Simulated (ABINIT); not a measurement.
## Completion of the band sum in GW: BiOCl (P4/nmm)

Can a closure trick stand in for empty bands in GW on BiOCl (P4/nmm)?

Method: PBEsol and many-body steps on it, plane waves, in ABINIT 10.8.3.

## 1. The starting structure

The structure is tetragonal, space group P4/nmm (No. 129). The conventional cell has a = 3.886 Å, b = 3.886 Å, c = 7.349 Å, α = 90.00°, β = 90.00°, γ = 90.00°. Nearest to Bi lie 4 O at 2.31 Å and 4 Cl at 3.06 Å. Nearest to Cl lie 4 Bi at 3.06 Å. Nearest to O lie 4 Bi at 2.31 Å. Farther neighbours, and contacts between anions beyond the nearest, are not listed.

Coordinates:

```cif
data_structure
_symmetry_space_group_name_H-M 'P4/nmm:1'
_symmetry_Int_Tables_number 129
_cell_length_a 3.8855
_cell_length_b 3.8855
_cell_length_c 7.3489
_cell_angle_alpha 90.000
_cell_angle_beta 90.000
_cell_angle_gamma 90.000
_cell_volume 110.95
loop_
_atom_site_label
_atom_site_type_symbol
_atom_site_symmetry_multiplicity
_atom_site_Wyckoff_symbol
_atom_site_fract_x
_atom_site_fract_y
_atom_site_fract_z
_atom_site_occupancy
Bi1 Bi 2 c 0.50000 0.00000 0.32904 1
Cl1 Cl 2 c 0.00000 0.50000 0.14720 1
O1 O 2 b 0.00000 0.00000 0.50000 1
```

The cell and positions come from the Crystallography Open Database and are kept as given unless a step says otherwise.

## 2. Empty states on the mesh, 4×4×2 mesh, 121 bands

This step: ABINIT 10.8.3; DFT, PBEsol, plane waves, norm-conserving pseudopotentials.

The sums over transitions need many empty states on a uniform mesh; this step solves for them.

run.abi

```
acell 3*1.0 Angstrom
rprim 
  3.885510000000 0.000000000000 0.000000000000
  0.000000000000 3.885510000000 0.000000000000
  0.000000000000 0.000000000000 7.348900000000
ntypat 3
znucl 83 17 8
natom 6
typat 1 1 2 2 3 3
xred 
  0.500000000000 0.000000000000 0.329040000000
  0.000000000000 0.500000000000 0.670960000000
  0.000000000000 0.500000000000 0.147200000000
  0.500000000000 0.000000000000 0.852800000000
  0.000000000000 0.000000000000 0.500000000000
  0.500000000000 0.500000000000 0.500000000000
pp_dirpath "pseudos"
pseudos "Bi.upf, Cl.upf, O.upf"
ecut 36
ngkpt 4 4 2
nshiftk 1
shiftk 0 0 0
kptopt 1
chksymbreak 0
iscf -2
irdden 1
istwfk *1
nband 121
nbdbuf 10
tolwfr 1e-09
nstep 60
prtvol 0
indata_prefix "in"
outdata_prefix "out"
tmpdata_prefix "tmp"
```

Run with:

```
$ OMP_NUM_THREADS=1 mpirun -n 8 abinit run.abi > log
```

Standard output:

```text
.Version 10.8.3 of ABINIT. v10.8.2 released Aug 2026.

 Symmetries : space group P4/n m m (#129); Bravais tP (primitive tetrag.)
[... echo of the input left out ...]
== DATASET  1 ==================================================================
-   mpi_nproc: 8, omp_nthreads: 1 (-1 if OMP is not activated)
-    --> not optimal distribution: autoparal keyword recommended in input file <--

--- !DatasetInfo
iteration_state: {dtset: 1, }
dimensions: {natom: 6, nkpt: 12, mband: 121, nsppol: 1, nspinor: 1, nspden: 1, mpw: 7758, }
cutoff_energies: {ecut:  36.0, pawecutdg:  -1.0, }
[...]
1.61574    1.63434    1.67437    1.67451    1.67625    1.67625    1.68371    1.68371
   1.68912    1.73551    1.74506    1.74506    1.75189    1.76915    1.77616    1.78995
   1.81148
 prteigrs : prtvol=0 or 1, do not print more k-points.

== END DATASET(S) ==============================================================
================================================================================

 -outvars: echo values of variables after computation  --------
            nband         121
             nkpt          12
          spgroup         129
 [... the other variables as echoed above ...]

 Calculation completed.
```

It took 2.8 min on 8 MPI ranks of Arm Neoverse N1, shared host; peak memory 0.78 GiB; 23 min of CPU time.

Numbers from this step:

- gap: 2.599 eV
- k of the valence top: 0.5, 0, 0.5
- k of the conduction bottom: 0, 0, 0.5
- least direct gap: 2.900 eV
- k points computed: 12
- lowest point of the top converged band, above the valence top: 41.55 eV

On this mesh the gap is 2.599 eV.

The density comes from a self-consistent run that is not shown.

## 3. Screening, 4×4×2 mesh, 111 bands, screening to 122.5 eV

The RPA dielectric matrix is built and inverted for each q.

This step: RPA screening on PBEsol, plane waves, norm-conserving pseudopotentials.

Changes to run.abi since step 2:

```diff
@@ -24,10 +24,11 @@
 chksymbreak 0
-iscf -2
-irdden 1
 istwfk *1
-nband 121
-nbdbuf 10
-tolwfr 1e-09
-nstep 60
-prtvol 0
+occopt 1
+irdwfk 1
+optdriver 3
+nband 111
+ecuteps 4.5
+inclvkb 2
+awtr 1
+symchi 1
 indata_prefix "in"
```

Standard output:

```text
.Version 10.8.3 of ABINIT. v10.8.2 released Aug 2026.

 Symmetries : space group P4/n m m (#129); Bravais tP (primitive tetrag.)
[... echo of the input left out ...]
== DATASET  1 ==================================================================
-   mpi_nproc: 8, omp_nthreads: 1 (-1 if OMP is not activated)

--- !DatasetInfo
iteration_state: {dtset: 1, }
dimensions: {natom: 6, nkpt: 12, mband: 111, nsppol: 1, nspinor: 1, nspden: 1, mpw: 7758, }
cutoff_energies: {ecut:  36.0, pawecutdg:  -1.0, }
electrons: {nelect:   5.60000000E+01, charge:   0.00000000E+00, occopt:   1.00000000E+00, tsmear:   1.00000000E-02, }

 SCREENING: Calculation of the susceptibility and dielectric matrices

 Based on a program developped by R.W. Godby, V. Olevano, G. Onida, and L. Reining.
 Incorporated in ABINIT by V. Olevano, G.-M. Rignanese, and M. Torrent.
.Using double precision arithmetic ; gwpc =  8

[... cell and pseudopotentials left out ...]
--------------------------------------------------------------------------------

 ==== K-mesh for the wavefunctions ====
 Number of points in the irreducible wedge :    12
[... list of points left out ...]
 Together with 16 symmetry operations and time-reversal symmetry
 yields    32 points in the full Brillouin Zone.

 ==== Q-mesh for the screening function ====
 Number of points in the irreducible wedge :    12
[... list of points left out ...]
 Together with 16 symmetry operations and time-reversal symmetry
 yields    32 points in the full Brillouin Zone.

 setmesh: FFT mesh size selected  =    30x   30x   54
          total number of points  =        48600

 vcoul_init : cutoff-mode = AUXILIARY_FUNCTION
 q-points for optical limit:   1
     1)      0.000010    0.000020    0.000030

- screening: taking advantage of time-reversal symmetry
- Maximum band index for partially occupied states nbvw = 28
- Remaining bands to be divided among processors   nbcw = 83
- Number of bands treated by each node ~10

 Number of electrons calculated from density =   56.0000; Expected =   56.0000
 average of density, n =  0.074795
 r_s =    1.4724
 omega_plasma =   26.3811 [eV]

 calculating chi0 at frequencies [eV] :
  1    0.000000E+00    0.000000E+00
  2    0.000000E+00    2.638105E+01

--------------------------------------------------------------------------------
  q-point number  1        q = ( 0.000000, 0.000000, 0.000000) [r.l.u.]
--------------------------------------------------------------------------------
[... chi0 elements left out ...]
 For q-point:  0.000010 0.000020 0.000030
  dielectric constant =   6.0623
  dielectric constant without local fields =   6.9687

  Average fulfillment of the sum rule on Im[epsilon] for q-point    1 :     61.43  [%]
[... wings left out ...]
  q-point number  2        q = ( 0.250000, 0.000000, 0.000000) [r.l.u.]
--------------------------------------------------------------------------------
[... chi0 elements left out ...]
  Average fulfillment of the sum rule on Im[epsilon] for q-point    2 :     74.14  [%]

 [... 10 further q-points ...]
```

It took 4.5 min on 8 MPI ranks; peak memory 4.1 GiB; 36 min of CPU time.

Numbers from this step:

* ε∞ with local fields, on this mesh: 6.062
* ε∞ without local fields, on this mesh: 6.969
* plasma frequency: 26.38 eV
* plane waves in the screening matrix: 345

Local fields lower ε∞ by 13 %. On a Γ-centred mesh this coarse the value itself is usually too large, while a short band sum pulls it down.

## 4. 111 bands

The self-energy is evaluated for the states that the input lists, and the quasiparticle equation is solved.

This step: G0W0 on PBEsol, plane waves, norm-conserving pseudopotentials.

Changes to run.abi since step 3:

```diff
@@ -27,8 +27,19 @@
 irdwfk 1
-optdriver 3
+optdriver 4
 nband 111
+gwcalctyp 0
+ecutsigx 36
+symsigma 1
+nkptgw 3
+kptgw 
+  0.5000000000 0.0000000000 0.5000000000
+  0.0000000000 0.0000000000 0.5000000000
+  0.0000000000 0.0000000000 0.0000000000
+bdgw 
+  27 30
+  27 30
+  27 30
 ecuteps 4.5
-inclvkb 2
-awtr 1
-symchi 1
+irdscr 1
+ppmodel 1
 indata_prefix "in"
```

Standard output:

```text
.Version 10.8.3 of ABINIT. v10.8.2 released Aug 2026.

 Symmetries : space group P4/n m m (#129); Bravais tP (primitive tetrag.)
[... echo of the input left out ...]
== DATASET  1 ==================================================================
-   mpi_nproc: 8, omp_nthreads: 1 (-1 if OMP is not activated)

--- !DatasetInfo
iteration_state: {dtset: 1, }
dimensions: {natom: 6, nkpt: 12, mband: 111, nsppol: 1, nspinor: 1, nspden: 1, mpw: 7758, }
cutoff_energies: {ecut:  36.0, pawecutdg:  -1.0, }
electrons: {nelect:   5.60000000E+01, charge:   0.00000000E+00, occopt:   1.00000000E+00, tsmear:   1.00000000E-02, }

 SIGMA: Calculation of the GW corrections

 Based on a program developped by R.W. Godby, V. Olevano, G. Onida, and L. Reining.
 Incorporated in ABINIT by V. Olevano, G.-M. Rignanese, and M. Torrent.
.Using double precision arithmetic ; gwpc =  8

[... cell and pseudopotentials left out ...]
--------------------------------------------------------------------------------

 ==== K-mesh for the wavefunctions ====
 Number of points in the irreducible wedge :    12
[... list of points left out ...]
 Together with 16 symmetry operations and time-reversal symmetry
 yields    32 points in the full Brillouin Zone.

 ==== Q-mesh for screening function ====
 Number of points in the irreducible wedge :    12
[... list of points left out ...]
 Together with 16 symmetry operations and time-reversal symmetry
 yields    32 points in the full Brillouin Zone.

 vcoul_init : cutoff-mode = AUXILIARY_FUNCTION
 q-points for optical limit:   1
     1)      0.000010    0.000020    0.000030
 setmesh: FFT mesh size selected  =    40x   40x   75
          total number of points  =       120000

 Number of electrons calculated from density =   56.0000; Expected =   56.0000
 average of density, n =  0.074795
 r_s =    1.4724
 omega_plasma =   26.3811 [eV]

 === KS Band Gaps ===
  >>>> For spin  1
   Minimum direct gap =   2.9000 [eV], located at k-point      :   0.0000  0.0000  0.5000
   Fundamental gap    =   2.5987 [eV], Top of valence bands at :   0.5000  0.0000  0.5000
                                       Bottom of conduction at :   0.0000  0.0000  0.5000
 SIGMA fundamental parameters:
 PLASMON POLE MODEL  1
 number of plane-waves for SigmaX                 7685
 number of plane-waves for SigmaC and W            345
 number of plane-waves for wavefunctions          7685
 number of bands                                   111
 number of independent spin polarizations            1
 number of spinorial components                      1
 number of k-points in IBZ                          12
 number of q-points in IBZ                          12
 number of symmetry operations                      16
 number of k-points in BZ                           32
 number of q-points in BZ                           32
 number of frequencies for dSigma/dE                 9
 frequency step for dSigma/dE [eV]                0.25
 number of omega for Sigma on real axis              0
 max omega for Sigma on real axis  [eV]           0.00
 zcut for avoiding poles [eV]                     0.10

 EPSILON^-1 parameters (SCR file):
 dimension of the eps^-1 matrix on file            345
 dimension of the eps^-1 matrix used               345
 number of plane-waves for wavefunctions          7685
 number of bands                                   111
 number of q-points in IBZ                          12
 number of frequencies                               2
 number of real frequencies                          1
 number of imag frequencies                          1

 matrix elements of self-energy operator (all in [eV])

 Perturbative Calculation

--- !SelfEnergy_ee
iteration_state: {dtset: 1, }
kpoint     : [   0.500,    0.000,    0.500, ]
spin       : 1
KS_gap     :    4.404
QP_gap     :    5.542
Delta_QP_KS:    1.138
data: !SigmaeeData |
     Band     E0 <VxcDFT>   SigX SigC(E0)      Z dSigC/dE  Sig(E)    E-E0       E
       27   3.611 -16.156 -19.728   3.083   0.789  -0.267 -16.542  -0.386   3.225
       28   3.611 -16.156 -19.728   3.083   0.789  -0.267 -16.542  -0.386   3.225
       29   8.015 -13.003  -9.321  -2.765   0.820  -0.220 -12.251   0.752   8.767
       30   8.015 -13.003  -9.321  -2.765   0.820  -0.220 -12.251   0.752   8.767

--- !SelfEnergy_ee
iteration_state: {dtset: 1, }
kpoint     : [   0.000,    0.000,    0.500, ]
spin       : 1
KS_gap     :    2.900
QP_gap     :    3.427
Delta_QP_KS:    0.527
data: !SigmaeeData |
     Band     E0 <VxcDFT>   SigX SigC(E0)      Z dSigC/dE  Sig(E)    E-E0       E
       27   3.295 -14.683 -18.629   3.046   0.793  -0.261 -15.398  -0.714   2.581
       28   3.310 -17.956 -22.147   4.063   0.772  -0.295 -18.054  -0.098   3.212
[...]
--- !SelfEnergy_ee
iteration_state: {dtset: 1, }
kpoint     : [   0.000,    0.000,    0.000, ]
spin       : 1
KS_gap     :    3.793
QP_gap     :    4.447
Delta_QP_KS:    0.654
data: !SigmaeeData |
     Band     E0 <VxcDFT>   SigX SigC(E0)      Z dSigC/dE  Sig(E)    E-E0       E
[...]
28   2.915 -16.532 -20.173   3.406   0.783  -0.277 -16.716  -0.184   2.731
       29   6.708 -12.609  -9.348  -2.694   0.828  -0.208 -12.139   0.470   7.178
       30   7.415 -12.605  -9.320  -2.647   0.825  -0.212 -12.079   0.526   7.940

== END DATASET(S) ==============================================================
================================================================================

 -outvars: echo values of variables after computation  --------
           etotal      0.0000000000E+00
            nband         111
             nkpt          12
          spgroup         129
 [... the other variables as echoed above ...]

 Calculation completed.
```

It took 38 s on 8 MPI ranks; peak memory 2.6 GiB.

Read from the output:

| Quantity | Value |
| --- | --- |
| G0W0 gap on the mesh | 3.413 eV |
| starting gap on the mesh | 2.599 eV |
| k of the valence top | 0.5, 0, 0.5 |
| k of the conduction bottom | 0, 0, 0.5 |
| Z at the valence top | 0.789 |
| Z at the conduction bottom | 0.831 |
| least direct G0W0 gap on the computed points | 3.426 eV |

The gap on the mesh goes from 2.60 eV to 3.41 eV, a correction of +0.81 eV.

## 5. Screening, 4×4×2 mesh, 36 bands, screening to 122.5 eV

This step: RPA screening on PBEsol, plane waves, norm-conserving pseudopotentials.

Changes to run.abi since step 4:

```diff
@@ -27,19 +27,8 @@
 irdwfk 1
-optdriver 4
-nband 111
-gwcalctyp 0
-ecutsigx 36
-symsigma 1
-nkptgw 3
-kptgw 
-  0.5000000000 0.0000000000 0.5000000000
-  0.0000000000 0.0000000000 0.5000000000
-  0.0000000000 0.0000000000 0.0000000000
-bdgw 
-  27 30
-  27 30
-  27 30
+optdriver 3
+nband 36
 ecuteps 4.5
-irdscr 1
-ppmodel 1
+inclvkb 2
+awtr 1
+symchi 1
 indata_prefix "in"
```

Standard output:

```text
.Version 10.8.3 of ABINIT. v10.8.2 released Aug 2026.

 Symmetries : space group P4/n m m (#129); Bravais tP (primitive tetrag.)
[... echo of the input left out ...]
== DATASET  1 ==================================================================
-   mpi_nproc: 8, omp_nthreads: 1 (-1 if OMP is not activated)

--- !DatasetInfo
iteration_state: {dtset: 1, }
dimensions: {natom: 6, nkpt: 12, mband: 36, nsppol: 1, nspinor: 1, nspden: 1, mpw: 7758, }
cutoff_energies: {ecut:  36.0, pawecutdg:  -1.0, }
electrons: {nelect:   5.60000000E+01, charge:   0.00000000E+00, occopt:   1.00000000E+00, tsmear:   1.00000000E-02, }

 SCREENING: Calculation of the susceptibility and dielectric matrices

 Based on a program developped by R.W. Godby, V. Olevano, G. Onida, and L. Reining.
 Incorporated in ABINIT by V. Olevano, G.-M. Rignanese, and M. Torrent.
.Using double precision arithmetic ; gwpc =  8

[... cell and pseudopotentials left out ...]
--------------------------------------------------------------------------------

 ==== K-mesh for the wavefunctions ====
 Number of points in the irreducible wedge :    12
[... list of points left out ...]
 Together with 16 symmetry operations and time-reversal symmetry
 yields    32 points in the full Brillouin Zone.

 ==== Q-mesh for the screening function ====
 Number of points in the irreducible wedge :    12
[... list of points left out ...]
 Together with 16 symmetry operations and time-reversal symmetry
 yields    32 points in the full Brillouin Zone.

 setmesh: FFT mesh size selected  =    30x   30x   54
          total number of points  =        48600

 vcoul_init : cutoff-mode = AUXILIARY_FUNCTION
 q-points for optical limit:   1
     1)      0.000010    0.000020    0.000030

- screening: taking advantage of time-reversal symmetry
- Maximum band index for partially occupied states nbvw = 28
- Remaining bands to be divided among processors   nbcw = 8
- Number of bands treated by each node ~1

 Number of electrons calculated from density =   56.0000; Expected =   56.0000
 average of density, n =  0.074795
 r_s =    1.4724
 omega_plasma =   26.3811 [eV]

 calculating chi0 at frequencies [eV] :
  1    0.000000E+00    0.000000E+00
  2    0.000000E+00    2.638105E+01

--------------------------------------------------------------------------------
  q-point number  1        q = ( 0.000000, 0.000000, 0.000000) [r.l.u.]
--------------------------------------------------------------------------------
[... chi0 elements left out ...]
 For q-point:  0.000010 0.000020 0.000030
  dielectric constant =   5.5425
  dielectric constant without local fields =   6.1826

  Average fulfillment of the sum rule on Im[epsilon] for q-point    1 :     14.68  [%]
[... wings left out ...]
  q-point number  2        q = ( 0.250000, 0.000000, 0.000000) [r.l.u.]
--------------------------------------------------------------------------------
[... chi0 elements left out ...]
  Average fulfillment of the sum rule on Im[epsilon] for q-point    2 :     24.61  [%]

 [... 10 further q-points ...]
```

The job ended after 25 s (8 MPI ranks; peak memory 3.1 GiB).

This step gave:

| Property | Result |
| --- | --- |
| ε∞ with local fields, on this mesh | 5.543 |
| ε∞ without local fields, on this mesh | 6.183 |
| plasma frequency | 26.38 eV |
| plane waves in the screening matrix | 345 |

[end of part 1 of 2]

[Long decimals in the printed logs are rounded to 6 places.]

[Logs are printed without paths, hosts, clocks, repeated set-up lines and the standing remarks that a program may print on its own settings, such as how far it seeks lower states.]

[Paths, hosts, dates, memory and timing lines, banners, echoed tables and standing remarks are left out of the program output; an Ansatz launch command may be rebuilt from the run's recorded settings. Measured values are a selection of at most five: reports struck by readers or far from the other reports are left out. None is set beside runs whose start may be inverted or whose files or cutoffs have a known fault.]

[Runs of the session that timed out or met a known fault of the program may be left out.]

[Hosts, paths, dates, database ids (printed as entryN), source tags and the programs' standing remarks are cut or masked in the printed files.]

[G0W0 gaps are taken among the corrected bands and points alone; a level outside them can change the order at an edge.]

[Where Ansatz stands beside ABINIT at settings called matched, ABINIT's density can come from a denser mesh and the files from another edition; pairs whose starting gaps differed by over 0.03 eV were left out, so agreement reads better than it is.]
